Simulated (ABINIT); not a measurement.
## Optical response of AlN

Wanted: where AlN starts to absorb, how strongly, and its refractive index. The cell comes from an older database entry, whose edges can differ from later determinations, mostly by under a per cent.

Calculated with ABINIT 10.8.3; DFT, LDA, plane waves with norm-conserving potentials (PseudoDojo 0.4.1), scalar-relativistic, independent-particle linear optical response without local fields.

The database entry behind the starting cell differs from later determinations by our own check (inner coordinate u about 0.002 short), so it need not match the best structure at ambient conditions.

## (1) The starting structure

It takes space group P6_3mc (No. 186, hexagonal). The conventional cell has a = 3.113 Å, b = 3.113 Å, c = 4.981 Å, α = 90.00°, β = 90.00°, γ = 120.00°. Nearest to Al lie 4 N at 1.89 Å. N has 4 Al at 1.89 Å nearest. Farther neighbours and most contacts between anions are not listed.

## (2) Ground state, bands and velocity matrix elements

First the ground state: is it a metal or has it a gap?

This step: DFT, LDA, plane waves with norm-conserving potentials (PseudoDojo 0.4.1), scalar-relativistic, ground state, bands at fixed density and velocity matrix elements (ABINIT 10.8.3).

Contents of run.abi:

```
# ground state, bands on a dense mesh, and the derivatives d/dk of the wave functions
ndtset 3

ngkpt1 9 9 5
shiftk1 0.0 0.0 0.0
tolvrs1 1.0d-12
nband1 12
prtden1 1

iscf2 -2
getden2 1
ngkpt2 12 12 7
shiftk2 0.0 0.0 0.0
kptopt2 1
nband2 26
nbdbuf2 4
tolwfr2 1.0d-14

optdriver3 8
wfk_task3 "wfk_ddk"
prtevk3 1
getwfk3 2
getden3 1
iscf3 -2
ngkpt3 12 12 7
shiftk3 0.0 0.0 0.0
kptopt3 1
nband3 26

nshiftk 1
occopt 3
tsmear 0.001837
ecut 45.0
nstep 80
iomode 3
chksymbreak 0
chkprim 0
chksymtnons 0
acell 3*1.0 Angstrom
rprim
  3.113000000000 0.000000000000 0.000000000000
  -1.556500000000 2.695937082000 0.000000000000
  0.000000000000 0.000000000000 4.981000000000
natom 4
ntypat 2
znucl 13 7
typat 1 1 2 2
xred
  0.666666666700 0.333333333300 0.500000000000
  0.333333333300 0.666666666700 0.000000000000
  0.666666666700 0.333333333300 0.880000000000
  0.333333333300 0.666666666700 0.380000000000
pseudos "Al.upf, N.upf"
```

Started as:

```console
> mpirun -n 4 abinit run.abi
```

Numbers of over 12 decimals in the logs are rounded to 6 here.

Output:

```text
DATASET    1 : space group P6_3 m c (#186); Bravais hP (primitive hexag.)
 DATASET    2 : space group P6_3 m c (#186); Bravais hP (primitive hexag.)
 DATASET    3 : space group P6_3 m c (#186); Bravais hP (primitive hexag.)
            ngfft          36      36      60
                         0.02963    0.02963    0.01481    0.01481    0.02963    0.00494
                         0.00494    0.02963    0.02963    0.02963    0.02963    0.02963
                         0.05926    0.05926    0.02963    0.02963    0.05926    0.00988
                         0.00494    0.02963    0.02963    0.02963    0.02963    0.02963
                         0.05926    0.05926    0.02963    0.02963    0.05926    0.00988
                         0.00298    0.00595    0.01190    0.01190    0.01190    0.01190
                         0.00595    0.01190    0.01190    0.00595    0.00595    0.01190
                         0.00198    0.00198    0.01190    0.01190    0.01190    0.01190
                         0.01190    0.00595    0.01190    0.02381    0.02381    0.02381
                         0.02381    0.01190    0.02381    0.02381    0.01190    0.01190
                         0.02381    0.00397    0.00198    0.01190    0.01190    0.01190
                         0.01190    0.01190    0.00595    0.01190    0.02381    0.02381
                         0.00298    0.00595    0.01190    0.01190    0.01190    0.01190
                         0.00595    0.01190    0.01190    0.00595    0.00595    0.01190
                         0.00198    0.00198    0.01190    0.01190    0.01190    0.01190
                         0.01190    0.00595    0.01190    0.02381    0.02381    0.02381
[...]
== DATASET  1 ==================================================================
 Real(R)+Recip(G) space primitive vectors, cartesian coordinates (Bohr,Bohr^-1):
 R(1)=  5.8827174  0.0000000  0.0000000  G(1)=  0.1699895  0.0981435  0.0000000
 R(2)= -2.9413587  5.0945827  0.0000000  G(2)=  0.0000000  0.1962869  0.0000000
 R(3)=  0.0000000  0.0000000  9.4127258  G(3)=  0.0000000  0.0000000  0.1062392
 Unit cell volume ucvol=  2.8209931E+02 bohr^3
 Angles (23,13,12)=  9.00000000E+01  9.00000000E+01  1.20000000E+02 degrees
 getcut: wavevector=  0.0000  0.0000  0.0000  ngfft=  36  36  60
     iter   Etot(hartree)      deltaE(h)  residm     vres2
 ETOT  1  -25.350679338530    -2.535E+01 7.445E-02 1.302E+03
 ETOT  2  -25.417968358335    -6.729E-02 1.148E-02 1.053E+03
 ETOT  3  -25.685613430161    -2.676E-01 1.521E-02 2.694E+00
 ETOT  4  -25.686567372457    -9.539E-04 6.965E-03 9.035E-02
 ETOT  5  -25.686583615391    -1.624E-05 2.918E-03 1.277E-03
 ETOT  6  -25.686583780702    -1.653E-07 3.550E-03 1.312E-04
 ETOT  7  -25.686583817202    -3.650E-08 1.353E-03 3.651E-07
 ETOT  8  -25.686583817229    -2.712E-11 9.296E-04 1.857E-07
 ETOT  9  -25.686583817281    -5.173E-11 3.960E-04 4.842E-09
 ETOT 10  -25.686583817282    -1.528E-12 2.139E-04 3.871E-12
 ETOT 11  -25.686583817283    -2.345E-13 1.032E-04 4.130E-14
 At SCF step   11       vres2   =  4.13E-14 < tolvrs=  1.00E-12 =>converged.
 Cartesian components of stress tensor (hartree/bohr^3)
  sigma(1 1)=  2.18401626E-04  sigma(3 2)=  0.00000000E+00
  sigma(2 2)=  2.18401626E-04  sigma(3 1)=  0.00000000E+00
  sigma(3 3)=  1.58018551E-04  sigma(2 1)=  0.00000000E+00
 Mean square residual over all n,k,spin=   45.939E-08; max=  10.317E-05
 Fermi (or HOMO) energy (hartree) =   0.26776   Average Vxc (hartree)=  -0.40307
 Eigenvalues (hartree) for nkpt=  36  k points:
 kpt#   1, nband= 12, wtk=  0.00247, kpt=  0.0000  0.0000  0.0000 (reduced coord)
  -0.34284   -0.26114   -0.01342    0.17719    0.17719    0.20139    0.20139    0.20794
   0.36434    0.44914    0.59279    0.61207
   2.00000    2.00000    2.00000    2.00000    2.00000    2.00000    2.00000    2.00000
   0.00000    0.00000    0.00000    0.00000
kinetic             :  1.63954665311525E+01
hartree             :  5.61712073958334E+00
xc                  : -8.49249427585626E+00
Ewald energy        : -2.17432241271520E+01
psp_core            :  6.67244707056841E-01
local_psp           : -1.66991629616202E+01
non_local_psp       : -1.43153443044676E+00
internal            : -2.56865838172825E+01
'-kT*entropy'       :  1.25262822077192E-15
total_energy        : -2.56865838172825E+01
total_energy_eV     : -6.98967553591840E+02
 Cartesian components of stress tensor (hartree/bohr^3)
  sigma(1 1)=  2.18401626E-04  sigma(3 2)=  0.00000000E+00
  sigma(2 2)=  2.18401626E-04  sigma(3 1)=  0.00000000E+00
  sigma(3 3)=  1.58018551E-04  sigma(2 1)=  0.00000000E+00
-Cartesian components of stress tensor (GPa)         [Pressure= -5.8334E+00 GPa]
== DATASET  2 ==================================================================
 Real(R)+Recip(G) space primitive vectors, cartesian coordinates (Bohr,Bohr^-1):
 R(1)=  5.8827174  0.0000000  0.0000000  G(1)=  0.1699895  0.0981435  0.0000000
 R(2)= -2.9413587  5.0945827  0.0000000  G(2)=  0.0000000  0.1962869  0.0000000
 R(3)=  0.0000000  0.0000000  9.4127258  G(3)=  0.0000000  0.0000000  0.1062392
 Unit cell volume ucvol=  2.8209931E+02 bohr^3
 Angles (23,13,12)=  9.00000000E+01  9.00000000E+01  1.20000000E+02 degrees
 getcut: wavevector=  0.0000  0.0000  0.0000  ngfft=  36  36  60
 Mean square residual over all n,k,spin=   49.434E-16; max=  99.951E-16
 Eigenvalues (hartree) for nkpt=  76  k points:
 kpt#   1, nband= 26, wtk=  0.00099, kpt=  0.0000  0.0000  0.0000 (reduced coord)
  -0.34284   -0.26114   -0.01342    0.17719    0.17719    0.20139    0.20139    0.20794
   0.36434    0.44914    0.59272    0.61207    0.61207    0.68367    0.68470    0.68470
   0.73658    0.73658    0.74690    0.83980    0.83980    0.91499    1.02064    1.03448
== DATASET  3 ==================================================================
            ngfft          36      36      60
[...]
0.01190    0.01190    0.00595    0.01190    0.02381    0.02381
                         0.00298    0.00595    0.01190    0.01190    0.01190    0.01190
                         0.00595    0.01190    0.01190    0.00595    0.00595    0.01190
                         0.00198    0.00198    0.01190    0.01190    0.01190    0.01190
                         0.01190    0.00595    0.01190    0.02381    0.02381    0.02381
                         0.02381    0.01190    0.02381    0.02381    0.01190    0.01190
                         0.02381    0.00397    0.00198    0.01190    0.01190    0.01190
                         0.01190    0.01190    0.00595    0.01190    0.02381    0.02381
[shortened to cell, iterations, levels, energies and stress; the echo of variables, forces, comments, warnings and credits are left out]
```

It took 92 s on 4 MPI ranks of Intel Xeon at 2.70GHz, shared host; peak memory 0.12 GiB.

Read-outs, printed or worked out from the files:

```
total energy           : -25.69 Ha
gap on the k-mesh      : 4.256 eV
direct gap on the mesh : 4.256 eV
```

There is a gap, 4.26 eV on this mesh (points off the mesh can give less), so no carriers' term is needed.

## (3) Optical response

With the density converged, the vertical transitions are summed over the zone.

This step: DFT, LDA, plane waves with norm-conserving potentials (PseudoDojo 0.4.1), scalar-relativistic, independent-particle linear optical response without local fields (ABINIT 10.8.3).

Contents of optic.abi:

```
&FILES
 ddkfile_1 = 'runo_DS3_1_EVK.nc',
 ddkfile_2 = 'runo_DS3_2_EVK.nc',
 ddkfile_3 = 'runo_DS3_3_EVK.nc',
 wfkfile = 'runo_DS2_WFK.nc'
/
&PARAMETERS
 broadening = 0.001470,
 domega = 0.0014700,
 maxomega = 0.58799,
 scissor = 0.0,
 tolerance = 0.002,
 nband_sum = 22
/
&COMPUTATIONS
 num_lin_comp = 2,
 lin_comp = 11, 33,
 num_nonlin_comp = 0,
 num_linel_comp = 0,
 num_nonlin2_comp = 0
/
```

Started as:

```console
> optic optic.abi
```

Output:

```text

 OPTIC has originally been developed by
 S. Sharma, J. K. Dewhurst and C. Ambrosch-Draxl, Phys. Rev. B 67, 165332 (2003), and
 S. Sharma and C. Ambrosch-Draxl, Physica Scripta T 109 (2004).

 rprimd(bohr)      =   5.88272   0.00000   0.00000
                      -2.94136   5.09458   0.00000
                       0.00000   0.00000   9.41273
 natom             =       4
 nkpt,mband        =      76      26
 ecut              =  45.00000 Ha
 newocc: new Fermi energy is       0.279251 , with nelect=     16.000000, Number of bisection calls: 5
 Fermi level: 7.5988  (eV)

 fermie            =   0.27925 Ha   7.59881 eV
 Scissor shift     =   0.00000 Ha
 Tolerance on closeness to singularities     =   0.00200 Ha
 Smearing factor      =   0.00147 Ha
 Will use the antiresonant approximation (meaning that the antiresonant terms are neglected)
 Will not perform the bands decomposition
 linear coeffs to be calculated :
 11 33
 non-linear coeffs to be calculated :

 electronic part of electro-optic coeffs to be calculated :

 non-linear coeffs (V2) to be calculated :

 linear optic matrix elements will be printed :0
 optic : Call pmat2cart
 No scissor shift to be applied. Returning to main optic routine.
 optic : Call linopt
  linopt            1           1
 calculated the component:           1           1   of dielectric function
  with broadening:         (0.000000,1.46999999999999995E-003)
 and scissors shift:   0.000000
 energy window:   38.371837      eV   1.410139      Ha
  linopt            3           3
 calculated the component:           3           3   of dielectric function
  with broadening:         (0.000000,1.46999999999999995E-003)
 and scissors shift:   0.000000
 energy window:   38.371837      eV   1.410139      Ha
 optic : Call nlinopt
 optic : Call linelop
 optic : Call nonlinopt

================================================================================

 Calculation completed.
-
program: optic
version: 10.8.3
start_datetime:
end_datetime:
overall_cpu_time:           0.3
overall_wall_time:           0.3
mpi_procs: 1
omp_threads: 1
...
```

It took 0.97 s on 1 thread; peak memory 0.05 GiB.

Read-outs, printed or worked out from the files:

- electronic dielectric constant ε∞, mean over x, y and z (by symmetry where fewer were run): 4.604

The Im ε has structure finer than the step of the table below, so its rows give means over 0.5 eV, whole bins alone (the curve runs from 0.0400 to 15.9 eV). Peaks (eV: height): E ∥ x 6.64: 7.00, 7.04: 9.96, 7.88: 12.3, 8.08: 9.39, 8.40: 9.46, 10.76: 7.88, 11.68: 7.10; E ∥ z 6.64: 12.4, 6.80: 10.3, 6.92: 10.1, 7.28: 11.0, 7.48: 9.44, 7.68: 11.0, 9.56: 9.36.

Sum at mesh points, not converged in k; values under the direct gap are tails of Lorentzian lines. Im ε against photon energy; means over each step:

```
photon energy (eV)    E ∥ x    E ∥ z
               0.5  0.00202  0.00230
               1.0  0.00416  0.00475
               1.5  0.00656  0.00752
               2.0  0.00940   0.0109
               2.5   0.0130   0.0152
               3.0   0.0180   0.0214
               3.5   0.0257   0.0317
               4.0   0.0442    0.104
               4.5    0.218    0.590
               5.0     1.07    0.836
               5.5    0.831     1.40
               6.0     2.59     4.08
               6.5     4.90     8.88
               7.0     7.36     8.96
               7.5     8.22     8.69
               8.0     8.77     4.62
               8.5     7.15     4.28
               9.0     4.79     3.92
               9.5     4.37     6.78
              10.0     4.85     5.90
              10.5     5.80     5.92
              11.0     5.25     3.59
              11.5     5.37     6.53
              12.0     5.45     5.56
              12.5     5.29     4.63
              13.0     4.14     3.79
              13.5     3.51     2.78
              14.0     2.63     2.41
              14.5     2.33     2.35
              15.0     1.59     1.72
              15.5     1.42     1.54
```

The reflectivity at normal incidence has structure finer than the step of the table below, so its rows give means over 0.5 eV, whole bins alone (the curve runs from 0.0400 to 15.9 eV). Peaks (eV: height): E ∥ x 12.88: 50.8, 13.52: 49.4, 14.12: 54.2, 14.44: 49.7, 14.80: 63.3, 15.40: 57.6, 15.88: 63.4; E ∥ z 11.80: 49.7, 13.08: 51.5, 14.12: 54.1, 14.80: 56.7, 15.04: 59.7, 15.32: 53.6, 15.76: 59.0.

Sum at mesh points, not converged in k. Reflectivity at normal incidence against photon energy; means over each step:

```
photon energy (eV)  E ∥ x (%)  E ∥ z (%)
               0.5       13.1       13.7
               1.0       13.2       13.9
               1.5       13.5       14.1
               2.0       13.8       14.5
               2.5       14.3       15.0
               3.0       14.9       15.7
               3.5       15.7       16.7
               4.0       17.0       18.3
               4.5       18.9       20.4
               5.0       20.7       21.5
               5.5       22.0       24.8
               6.0       25.2       30.6
               6.5       29.4       35.2
               7.0       32.2       34.4
               7.5       32.6       37.0
               8.0       37.8       31.7
               8.5       33.7       21.3
               9.0       28.1       21.1
               9.5       24.5       30.6
              10.0       24.5       31.8
              10.5       27.9       32.7
              11.0       31.9       25.9
              11.5       29.3       30.4
              12.0       33.7       42.4
              12.5       39.4       38.4
              13.0       45.4       48.0
              13.5       43.3       42.9
              14.0       49.1       46.9
              14.5       45.7       40.4
              15.0       54.3       50.9
              15.5       50.3       47.7
```

The loss function −Im 1/ε at q → 0 has structure finer than the step of the table below, so its rows give means over 0.5 eV, whole bins alone (the curve runs from 0.0400 to 15.9 eV). Peaks (eV: height): E ∥ x 9.04: 0.269, 9.44: 0.271, 14.36: 0.292, 14.56: 0.298, 14.92: 0.294, 15.24: 0.310, 15.56: 0.434; E ∥ z 8.12: 0.414, 8.80: 0.285, 11.00: 0.333, 14.32: 0.374, 14.88: 0.292, 15.16: 0.343, 15.52: 0.426.

Sum at mesh points, not converged in k; values under the direct gap are tails of Lorentzian lines. The loss function −Im 1/ε at q → 0 by energy loss; means over each step:

```
energy loss (eV)    E ∥ x    E ∥ z
             0.5   9.7e-5   1.0e-4
             1.0   2.0e-4   2.1e-4
             1.5   3.0e-4   3.2e-4
             2.0   4.1e-4   4.4e-4
             2.5   5.4e-4   5.8e-4
             3.0   6.9e-4   7.4e-4
             3.5   8.9e-4   9.8e-4
             4.0  0.00131  0.00255
             4.5  0.00527   0.0117
             5.0   0.0217   0.0149
             5.5   0.0140   0.0172
             6.0   0.0335   0.0284
             6.5   0.0450   0.0573
             7.0   0.0623   0.0896
             7.5   0.0791    0.109
             8.0    0.119    0.233
             8.5    0.129    0.157
             9.0    0.202    0.163
             9.5    0.212    0.126
            10.0    0.177    0.171
            10.5    0.155    0.163
            11.0    0.193    0.263
            11.5    0.184    0.136
            12.0    0.183    0.161
            12.5    0.175    0.198
            13.0    0.183    0.179
            13.5    0.212    0.251
            14.0    0.214    0.247
            14.5    0.261    0.306
            15.0    0.247    0.271
            15.5    0.313    0.327
```

Optical constants at common wavelengths, from n + ik = √ε:

```
wavelength (nm)   n x    k x  R (%) x   1/α x   n z    k z  R (%) z   1/α z
           1550  2.14  0.001     13.2  161 µm  2.18  0.001     13.8  144 µm
           1064  2.15  0.001     13.3   74 µm  2.19  0.001     13.9   66 µm
            800  2.16  0.002     13.5   40 µm  2.21  0.002     14.1   36 µm
            532  2.20  0.003     14.1   16 µm  2.25  0.003     14.8   14 µm
            450  2.23  0.003     14.6   10 µm  2.29  0.004     15.3  9.1 µm
            308  2.41  0.009     17.0  2.7 µm  2.50  0.013     18.3  1.9 µm
            193  3.35  0.708     31.1   22 nm  3.28  1.107     32.9   14 nm
```

Below the direct gap, k and the depth come from the tails of the Lorentzian lines, not from transitions.

Rows near the edge hang on the gap, which this functional as a rule makes too small, and phonon-assisted absorption is left out.

## (4) Outcome

- electronic dielectric constant ε∞, mean over x, y and z (by symmetry where fewer were run) (independent particles): 4.60

**Reading.** At this level (LDA, independent particles) AlN has a mean ε∞ = 4.60 and n = 2.14 at 1550 nm (E ∥ x). On the mesh the gap is 4.26 eV and the least direct gap 4.26 eV. The static values by axis are 4.55 (x), 4.72 (z). Excitons and phonon-assisted transitions are missing, and so are local fields; LDA gaps are as a rule too small, which pulls the onset down and ε∞ up. The sum runs over mesh points 0.19 Å⁻¹ apart with no interpolation, so peaks are partly noise of the mesh and static values carry its error.

[Logs are printed without paths, hosts, clocks, repeated set-up lines and the standing remarks that a program may print on its own settings, such as how far it seeks lower states.]

[Hosts, paths, dates, database ids (printed as entryN), source tags and the programs' standing remarks are cut or masked in the printed files.]
